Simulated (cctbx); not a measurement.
# CrSn2RhPb2: as given, inverted or twinned?

Space group F222 (no. 22), a = 5.5800 Å, b = 9.5250 Å, c = 10.1130 Å, α = 90.00°, β = 90.00°, γ = 90.00°.

| atom | mult. | x | y | z | Ueq (Å²) |
| --- | --- | --- | --- | --- | --- |
| Pb1 | 8 | 1/2 | 0.8333 | 0 | 0.0096 |
| Sn1 | 8 | 3/4 | 0.9186 | 1/4 | 0.0125 |
| Rh1 | 4 | 0 | 0 | 0 | 0.0122 |
| Cr1 | 4 | 3/4 | 1/4 | 1/4 | 0.0161 |

The model is made up (kin elements in a known structure type, no relaxation), so it says nothing on whether the phase exists.

Data sets are simulated with cctbx and refined with Bijvoet mates kept apart; Flack x is then fitted as the share of an inverted twin with the atoms fixed, Hooft y from the Bijvoet differences. The group has rotations alone, so the crystal has a hand.

Untwinned crystal. What Flack and Hooft values should come out?

```
  λ (Å)  extinction (unmodelled)  d min (Å)  top counts  error (%)     model      R1  Flack x   s.u.  Hooft y   s.u.  pairs
0.71073                        0       0.77       70000          4  as given  0.0114    0.002  0.006    0.001  0.006    124
0.71073                        0       0.77       70000          4  inverted  0.0997     1.03   0.03    1.118  0.008    124
1.54184                      0.3       0.83       70000          6  as given  0.0171    -0.02   0.07    0.004  0.064     97
```

With Mo Kα, x is within 3 s.u. of 0, so the hand is right. With Cu Kα, x is within 3 s.u. of 0, so the hand is right, though an s.u. above 0.04 can't exclude a small twin share. Inverting the model turns x into about 1 − x.

A further crystal gives:

| λ (Å) | extinction (unmodelled) | d min (Å) | top counts | error (%) | model | R1 | Flack x | s.u. | Hooft y | s.u. | pairs |
| --- | --- | --- | --- | --- | --- | --- | --- | --- | --- | --- | --- |
| 0.71073 | 0.1 | 0.6 | 20000 | 4 | as given | 0.0520 | 0.511 | 0.011 | 0.512 | 0.006 | 275 |

**Question.** What is it?

It was simulated as an inversion twin with a fraction 0.5 of the inverted domain. Flack x is over 3 s.u. from both 0 and 1 and reads that fraction.

[Logs are printed without paths, hosts, clocks, repeated set-up lines and the standing remarks that a program may print on its own settings, such as how far it seeks lower states.]
